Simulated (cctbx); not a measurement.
# Absolute structure of TlH3O2

Space group Cmc2_1 (no. 36), a = 4.0160 Å, b = 10.5310 Å, c = 5.6340 Å, α = 90.00°, β = 90.00°, γ = 90.00°.

| atom | mult. | x | y | z | Ueq (Å²) |
| --- | --- | --- | --- | --- | --- |
| Tl1 | 4 | 1/2 | 0.6515 | 0.7691 | 0.0071 |
| O1 | 4 | 0 | 0.5363 | 0.3639 | 0.0153 |
| O2 | 4 | 1/2 | 0.6625 | 0.2535 | 0.0154 |
| H1 | 8 | 0.3159 | 0.6073 | 0.2979 | 0.0308 |
| H2 | 4 | 0 | 0.5156 | 0.5170 | 0.0291 |

The model was made for the exercise: a known structure type with other elements put in, its volume estimated, not relaxed; displacement parameters are assumed.

Data sets are simulated with cctbx and refined with Bijvoet mates kept apart; Flack x is then fitted as the share of an inverted twin with the atoms fixed, Hooft y from the Bijvoet differences. The group is acentric but holds improper operations, so there is an absolute structure (orientation) and no hand.

Untwinned crystal. What Flack and Hooft values should come out?

```
  λ (Å)  extinction (unmodelled)  d min (Å)  top counts  error (%)     model      R1  Flack x   s.u.  Hooft y   s.u.  pairs
0.71073                        0       0.77       70000          6  as given  0.0143     0.01   0.04    0.052  0.055    138
0.71073                        0       0.77       70000          6  inverted  0.0181     1.03   0.06    0.953  0.069    138
1.54184                        0       0.83       70000        1.5  as given  0.0045   -0.008  0.014   -0.025  0.024    112
```

With Mo Kα, x is within 3 s.u. of 0, so the absolute structure is right. With Cu Kα, x is within 3 s.u. of 0, so the absolute structure is right. Inverting the model turns x into about 1 − x.

A further crystal gives:

| λ (Å) | extinction (unmodelled) | d min (Å) | top counts | error (%) | model | R1 | Flack x | s.u. | Hooft y | s.u. | pairs |
| --- | --- | --- | --- | --- | --- | --- | --- | --- | --- | --- | --- |
| 1.54184 | 0.1 | 0.83 | 20000 | 2 | as given | 0.0092 | 0.50 | 0.05 | 0.459 | 0.040 | 114 |

**Question.** What is it?

It was simulated as an inversion twin with a fraction 0.5 of the inverted domain. Flack x is over 3 s.u. from both 0 and 1 and reads that fraction.

[Logs are printed without paths, hosts, clocks, repeated set-up lines and the standing remarks that a program may print on its own settings, such as how far it seeks lower states.]
